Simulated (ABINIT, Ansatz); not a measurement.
# AlInTe3 (Pm-3m): zone-centre phonons, part 2 of 3

Which modes does AlInTe3 (Pm-3m) have at the zone centre?

ABINIT 10.8.3; DFT LDA, scalar-relativistic, plane waves, HGH norm-conserving pseudopotentials.

So far. Step 2 (Relaxing the cell and atoms): The volume changes by +2.1 % from the cell with which this run began. The relaxed cell has a = 5.305 Å (conventional setting).

The structure was built from a prototype and need not be the compound's stable phase.

**4. Linear response at Γ**

At q = 0 one unit cell holds all displacements. The response is solved for single atoms along the cell's directions, and symmetry skips those that follow from others. The crystal is treated as a metal, which screens a static field, so no field response is asked.

dfpt_gamma.abi

```

# common to the responses
getwfk_filepath "gso_WFK"
kptopt 2
nqpt 1
qpt 0.0 0.0 0.0
asr 0
chneut 0

# displacements
rfphon 1
rfatpol 1 5
rfdir 1 1 1
tolvrs 1.0d-10
prtwf 0

# basis, mesh and filling
ecut 26.0
ecutsm 3.0
ixc 7
ngkpt 4 4 4
nshiftk 1
shiftk 0.0 0.0 0.0
istwfk *1
occopt 3
tsmear 0.01
nband 19
nstep 100
diemac 1000000.0
prtebands 0
prtgsr 0
useylm 1

# cell and atoms
acell 3*1.0 Angstrom
rprim 
    5.304570333 0.0 0.0
    0.0 5.304570333 0.0
    0.0 0.0 5.304570333
ntypat 3
znucl 49 13 52
natom 5
typat 1 2 3 3 3
xred 
    0.0 0.0 0.0
    0.5 0.5 0.5
    0.5 0.5 0.0
    0.5 0.0 0.5
    0.0 0.5 0.5
pp_dirpath "./pseudo"
pseudos "In.hgh, Al.hgh, Te.hgh"
```

On the command line:

```console
> OMP_NUM_THREADS=1 mpirun -n 4 abinit dfpt_gamma.abi > dfpt_gamma.log
```

Numbers of over 12 decimals in the logs are rounded to 6 here.

dfpt_gamma.abo, the main output file:

```text
[banners, grids, parts of the stress and lines that vanish by symmetry left out]
- input  file    -> dfpt_gamma.abi
- output file    -> dfpt_gamma.abo
- root for input  files -> dfpt_gammai
- root for output files -> dfpt_gammao

 Symmetries : space group Pm -3 m (#221); Bravais cP (primitive cubic)
================================================================================
 Values of the parameters that define the memory need of the present run (RF).
     intxc =       0      iscf =       7    lmnmax =      14     lnmax =       6
     mgfft =      48  mpssoang =       3    mqgrid =    3001     natom =       5
  nloc_mem =       1    nspden =       1   nspinor =       1    nsppol =       1
      nsym =      48    n1xccc =       0    ntypat =       3    occopt =       3
   xclevel =       1
-    mband =          19        mffmem =           1         mkmem =           9
-   mkqmem =           9        mk1mem =           9           mpw =        6432
      nfft =      110592          nkpt =          36
- my_mband =          19
================================================================================
================================================================================

--------------------------------------------------------------------------------
------------- Echo of variables that govern the present computation ------------
--------------------------------------------------------------------------------
-
- outvars: echo of selected default values
-   iomode0 =  0 , fftalg0 =312 , wfoptalg0 =  0
-
- outvars: echo of global parameters not present in the input file
-  max_nthreads =    1
-
 -outvars: echo values of preprocessed input variables
 [... echo left out ...]
================================================================================

 chkinp: Checking input parameters for consistency.

[...]
== DATASET  1 ==================================================================
-   mpi_nproc: 4, omp_nthreads: 1 (-1 if OMP is not activated)

--- !DatasetInfo
iteration_state: {dtset: 1, }
dimensions: {natom: 5, nkpt: 36, mband: 19, nsppol: 1, nspinor: 1, nspden: 1, mpw: 6432, }
cutoff_energies: {ecut:  26.0, pawecutdg:  -1.0, }
electrons: {nelect:   2.40000000E+01, charge:   0.00000000E+00, occopt:   3.00000000E+00, tsmear:   1.00000000E-02, }
meta: {optdriver: 1, rfphon: 1, }
...

 mkfilename: getwfk from: gso_WFK

 Exchange-correlation functional for the present dataset will be:
  LDA: Perdew-Wang 92 LSD fit to Ceperley-Alder data - ixc=7
 Citation for XC functional:
  J.P.Perdew and Y.Wang, PRB 45, 13244 (1992)

 Real(R)+Recip(G) space primitive vectors, cartesian coordinates (Bohr,Bohr^-1):
 R(1)= 10.0241851  0.0000000  0.0000000  G(1)=  0.0997587  0.0000000  0.0000000
 R(2)=  0.0000000 10.0241851  0.0000000  G(2)=  0.0000000  0.0997587  0.0000000
 R(3)=  0.0000000  0.0000000 10.0241851  G(3)=  0.0000000  0.0000000  0.0997587
 Unit cell volume ucvol=  1.0072731E+03 bohr^3
 Angles (23,13,12)=  9.00000000E+01  9.00000000E+01  9.00000000E+01 degrees
 setup1 : take into account q-point for computing boxcut.

 getcut: wavevector=  0.0000  0.0000  0.0000  ngfft=  48  48  48
         ecut(hartree)=     26.000   => boxcut(ratio)=   2.08613

--- Pseudopotential description ------------------------------------------------
- pspini: atom type   1  psp file is ./pseudo/In.hgh

- pspini: atom type   2  psp file is ./pseudo/Al.hgh

- pspini: atom type   3  psp file is ./pseudo/Te.hgh

   3.13442051E+03                                ecore*ucvol(ha*bohr**3)
--------------------------------------------------------------------------------

 ==>  initialize data related to q vector <==

 The list of irreducible perturbations for this q vector is:
    1)    idir= 1    ipert=   1
    2)    idir= 1    ipert=   2
    3)    idir= 1    ipert=   3
    4)    idir= 3    ipert=   3

[...]
The perturbation idir=   2  ipert=   1 is
 symmetric of a previously calculated perturbation.
 So, its SCF calculation is not needed.

 The perturbation idir=   3  ipert=   1 is
 symmetric of a previously calculated perturbation.
 So, its SCF calculation is not needed.

 The perturbation idir=   2  ipert=   2 is
 symmetric of a previously calculated perturbation.
 So, its SCF calculation is not needed.

 The perturbation idir=   3  ipert=   2 is
 symmetric of a previously calculated perturbation.
 So, its SCF calculation is not needed.

[...]
The perturbation idir=   2  ipert=   5 is
 symmetric of a previously calculated perturbation.
 So, its SCF calculation is not needed.

 The perturbation idir=   3  ipert=   5 is
 symmetric of a previously calculated perturbation.
 So, its SCF calculation is not needed.

--------------------------------------------------------------------------------
 Perturbation wavevector (in red.coord.)   0.000000  0.000000  0.000000
 Perturbation : displacement of atom   1   along direction   1
 Found     8 symmetries that leave the perturbation invariant.

[...]
dfpt_looppert : total number of electrons, from k and k+q
  fully or partially occupied states are    2.400000E+01 and    2.400000E+01.
 Initialisation of the first-order wave-functions :
  ireadwf=   0

--- !BeginCycle
iteration_state: {dtset: 1, }
solver: {iscf: 7, nstep: 100, nline: 4, wfoptalg: 0, }
tolerances: {tolvrs: 1.00E-10, }
...

     iter   2DEtotal(Ha)        deltaE(Ha) residm    vres2
-ETOT  1   20.350974231266     -3.897E+01 1.661E+00 9.458E+04
 ETOT  2  3.96770830253672E-02 -2.031E+01 1.791E-02 2.349E+03
 ETOT  3 -0.497149     -5.368E-01 3.037E-02 1.119E+02
 ETOT  4 -0.518706     -2.156E-02 1.259E-03 9.830E-01
 ETOT  5 -0.518881     -1.752E-04 1.050E-03 1.700E-03
[...]
At SCF step   10       vres2   =  9.47E-11 < tolvrs=  1.00E-10 =>converged.
[...]
Mean square residual over all n,k,spin=   17.011E-10; max=  46.299E-08

 Thirteen components of 2nd-order total energy (hartree) are
 1,2,3: 0th-order hamiltonian combined with 1st-order wavefunctions
     kin0=   5.39456248E+01 eigvalue=   1.58717325E+00  local=  -1.47855211E+01
 4,5,6: 1st-order hamiltonian combined with 1st and 0th-order wfs
 loc psp =  -4.70513301E+01  Hartree=   1.07215099E+01     xc=  -6.23413957E+00
 note that "loc psp" includes a xc core correction that could be resolved
 7,8,9: eventually, occupation + non-local contributions
    edocc=   5.99200837E+00     enl0=   8.61621252E+00   enl1=  -7.26344061E+01
 1-9 gives the relaxation energy (to be shifted if some occ is /=2.0)
   erelax=  -5.98428680E+01
 10,11,12 Non-relaxation  contributions : frozen-wavefunctions and Ewald
 fr.local=  -1.84647221E+00 fr.nonlo=   3.48447493E+01  Ewald=   2.63257092E+01
 13,14 Frozen wf xc core corrections (1) and (2)
 frxc 1  =   0.00000000E+00  frxc 2 =   0.00000000E+00
 Resulting in :
 2DEtotal=   -0.5188816977E+00 Ha. Also 2DEtotal=   -0.141194902917E+02 eV
    (2DErelax=   -5.9842867994E+01 Ha. 2DEnonrelax=    5.9323986296E+01 Ha)
    (  non-var. 2DEtotal :   -5.1888179719E-01 Ha)

[...]
Perturbation wavevector (in red.coord.)   0.000000  0.000000  0.000000
 Perturbation : displacement of atom   2   along direction   1
 Found     8 symmetries that leave the perturbation invariant.

[...]
dfpt_looppert : total number of electrons, from k and k+q
  fully or partially occupied states are    2.400000E+01 and    2.400000E+01.
 Initialisation of the first-order wave-functions :
  ireadwf=   0

--- !BeginCycle
iteration_state: {dtset: 1, }
solver: {iscf: 7, nstep: 100, nline: 4, wfoptalg: 0, }
tolerances: {tolvrs: 1.00E-10, }
...

     iter   2DEtotal(Ha)        deltaE(Ha) residm    vres2
-ETOT  1   65.646081592164     -2.786E+00 5.377E-01 2.368E+05
[...]
At SCF step   11       vres2   =  2.23E-11 < tolvrs=  1.00E-10 =>converged.
[...]
Mean square residual over all n,k,spin=   32.655E-11; max=  62.534E-09

 Thirteen components of 2nd-order total energy (hartree) are
 1,2,3: 0th-order hamiltonian combined with 1st-order wavefunctions
     kin0=   7.03406338E+01 eigvalue=   3.19594392E+00  local=  -6.63770573E+01
 4,5,6: 1st-order hamiltonian combined with 1st and 0th-order wfs
 loc psp =   2.93028730E+01  Hartree=   1.81415906E+01     xc=  -5.58772343E+00
 note that "loc psp" includes a xc core correction that could be resolved
 7,8,9: eventually, occupation + non-local contributions
    edocc=   3.65042154E+00     enl0=   4.01502178E+01   enl1=  -1.56330927E+02
 1-9 gives the relaxation energy (to be shifted if some occ is /=2.0)
   erelax=  -6.35140272E+01
 10,11,12 Non-relaxation  contributions : frozen-wavefunctions and Ewald
 fr.local=  -5.59979564E+01 fr.nonlo=   9.81041380E+01  Ewald=   2.63257092E+01
 13,14 Frozen wf xc core corrections (1) and (2)
 frxc 1  =   0.00000000E+00  frxc 2 =   0.00000000E+00
 Resulting in :
 2DEtotal=    0.4917863666E+01 Ha. Also 2DEtotal=    0.133821887730E+03 eV
    (2DErelax=   -6.3514027160E+01 Ha. 2DEnonrelax=    6.8431890826E+01 Ha)
    (  non-var. 2DEtotal :    4.9178637690E+00 Ha)

[...]
Perturbation wavevector (in red.coord.)   0.000000  0.000000  0.000000
 Perturbation : displacement of atom   3   along direction   1
 Found     4 symmetries that leave the perturbation invariant.

[...]
dfpt_looppert : total number of electrons, from k and k+q
  fully or partially occupied states are    2.400000E+01 and    2.400000E+01.
 Initialisation of the first-order wave-functions :
  ireadwf=   0

--- !BeginCycle
iteration_state: {dtset: 1, }
solver: {iscf: 7, nstep: 100, nline: 4, wfoptalg: 0, }
tolerances: {tolvrs: 1.00E-10, }
...

     iter   2DEtotal(Ha)        deltaE(Ha) residm    vres2
-ETOT  1   202.77054788281     -1.696E+02 2.995E+00 8.400E+05
[...]
At SCF step   11       vres2   =  2.28E-11 < tolvrs=  1.00E-10 =>converged.
[...]
Mean square residual over all n,k,spin=   57.967E-11; max=  22.139E-08

 Thirteen components of 2nd-order total energy (hartree) are
 1,2,3: 0th-order hamiltonian combined with 1st-order wavefunctions
     kin0=   3.11946485E+02 eigvalue=   1.46026178E+01  local=  -7.84570666E+01
 4,5,6: 1st-order hamiltonian combined with 1st and 0th-order wfs
 loc psp =  -4.55579976E+02  Hartree=   8.97824636E+01     xc=  -3.48836785E+01
 note that "loc psp" includes a xc core correction that could be resolved
 7,8,9: eventually, occupation + non-local contributions
    edocc=   1.58181071E+01     enl0=   5.39246973E+01   enl1=  -2.89887275E+02
 1-9 gives the relaxation energy (to be shifted if some occ is /=2.0)
   erelax=  -3.72733625E+02
 10,11,12 Non-relaxation  contributions : frozen-wavefunctions and Ewald
 fr.local=   2.16310224E+02 fr.nonlo=   1.45737421E+02  Ewald=   1.03391339E+01
 13,14 Frozen wf xc core corrections (1) and (2)
 frxc 1  =   0.00000000E+00  frxc 2 =   0.00000000E+00
 Resulting in :
 2DEtotal=   -0.3468463008E+00 Ha. Also 2DEtotal=   -0.943816865993E+01 eV
    (2DErelax=   -3.7273362526E+02 Ha. 2DEnonrelax=    3.7238677896E+02 Ha)
    (  non-var. 2DEtotal :   -3.4684642368E-01 Ha)

[...]
Perturbation wavevector (in red.coord.)   0.000000  0.000000  0.000000
 Perturbation : displacement of atom   3   along direction   3
 Found     8 symmetries that leave the perturbation invariant.

--------------------------------------------------------------------------------

--------------------------------------------------------------------------------

 dfpt_looppert : total number of electrons, from k and k+q
  fully or partially occupied states are    2.400000E+01 and    2.400000E+01.
 Initialisation of the first-order wave-functions :
  ireadwf=   0

--- !BeginCycle
iteration_state: {dtset: 1, }
solver: {iscf: 7, nstep: 100, nline: 4, wfoptalg: 0, }
tolerances: {tolvrs: 1.00E-10, }
...

     iter   2DEtotal(Ha)        deltaE(Ha) residm    vres2
-ETOT  1   298.83295987918     -9.185E+01 2.071E+00 1.129E+06
[...]
ETOT 10   8.647257      2.359E-11 3.492E-08 1.033E-09
 ETOT 11   8.647257     -2.365E-11 4.683E-08 3.414E-11

 At SCF step   11       vres2   =  3.41E-11 < tolvrs=  1.00E-10 =>converged.
[...]
Mean square residual over all n,k,spin=   29.604E-11; max=  46.827E-09

 Thirteen components of 2nd-order total energy (hartree) are
 1,2,3: 0th-order hamiltonian combined with 1st-order wavefunctions
     kin0=   3.02948287E+02 eigvalue=   1.61878860E+01  local=  -7.73679870E+01
 4,5,6: 1st-order hamiltonian combined with 1st and 0th-order wfs
 loc psp =  -4.67283638E+02  Hartree=   9.95633664E+01     xc=  -3.50853520E+01
 note that "loc psp" includes a xc core correction that could be resolved
 7,8,9: eventually, occupation + non-local contributions
    edocc=   2.39053289E+01     enl0=   5.18842862E+01   enl1=  -2.96787994E+02
 1-9 gives the relaxation energy (to be shifted if some occ is /=2.0)
   erelax=  -3.82035815E+02
 10,11,12 Non-relaxation  contributions : frozen-wavefunctions and Ewald
 fr.local=   1.28047313E+02 fr.nonlo=   1.47924665E+02  Ewald=   1.14711094E+02
 13,14 Frozen wf xc core corrections (1) and (2)
 frxc 1  =   0.00000000E+00  frxc 2 =   0.00000000E+00
 Resulting in :
 2DEtotal=    0.8647256691E+01 Ha. Also 2DEtotal=    0.235303841785E+03 eV
    (2DErelax=   -3.8203581548E+02 Ha. 2DEnonrelax=    3.9068307217E+02 Ha)
    (  non-var. 2DEtotal :    8.6472565766E+00 Ha)

[...]
---- first-order wavefunction calculations are completed ----

 ==> Compute Derivative Database <==

 [... matrices left out ...]
  Phonon wavevector (reduced coordinates) :  0.00000  0.00000  0.00000
 Phonon energies in Hartree :
  -2.513343E-04 -2.513343E-04 -2.513343E-04 -1.472850E-04 -1.472850E-04
  -1.472850E-04 -1.087430E-04 -1.087430E-04 -1.087430E-04 -2.772693E-06
  -2.772692E-06 -2.772689E-06  1.186331E-03  1.186331E-03  1.186331E-03
 Phonon frequencies in cm-1    :
- -5.516150E+01 -5.516150E+01 -5.516150E+01 -3.232532E+01 -3.232532E+01
- -3.232532E+01 -2.386632E+01 -2.386632E+01 -2.386632E+01 -6.085357E-01
- -6.085355E-01 -6.085350E-01  2.603696E+02  2.603696E+02  2.603696E+02

== END DATASET(S) ==============================================================
================================================================================

 -outvars: echo values of variables after computation
            acell      1.8897261259E+00  1.8897261259E+00  1.8897261259E+00 Bohr
           etotal      8.6472566909E+00
            fcart      0.0000000000E+00  0.0000000000E+00  0.0000000000E+00
           strten      0.0000000000E+00  0.0000000000E+00  0.0000000000E+00
================================================================================
```

It took 72 s on 4 MPI ranks of Arm Neoverse V2, shared host; 4.8 min of CPU time.

Read from the output:

* largest acoustic frequency at the zone centre before the sum rule: -0.61 cm⁻¹
* highest optical zone-centre mode (no LO-TO term): 260.4 cm⁻¹
* lowest optical zone-centre mode: -55.16 cm⁻¹

The acoustic modes at Γ come out as far as 0.6 cm⁻¹ from zero, where they should vanish, a small numerical error. The lowest optical mode is imaginary, 55i cm⁻¹, an instability at this level and on this k mesh.

(Continued in part 3 of 3.)

[Host names and launcher messages were left out of these logs when they were recorded.]

[Logs are printed without paths, hosts, clocks, repeated set-up lines and the standing remarks that a program may print on its own settings, such as how far it seeks lower states.]

[Hosts, paths, dates, database ids (printed as entryN), source tags and the programs' standing remarks are cut or masked in the printed files.]
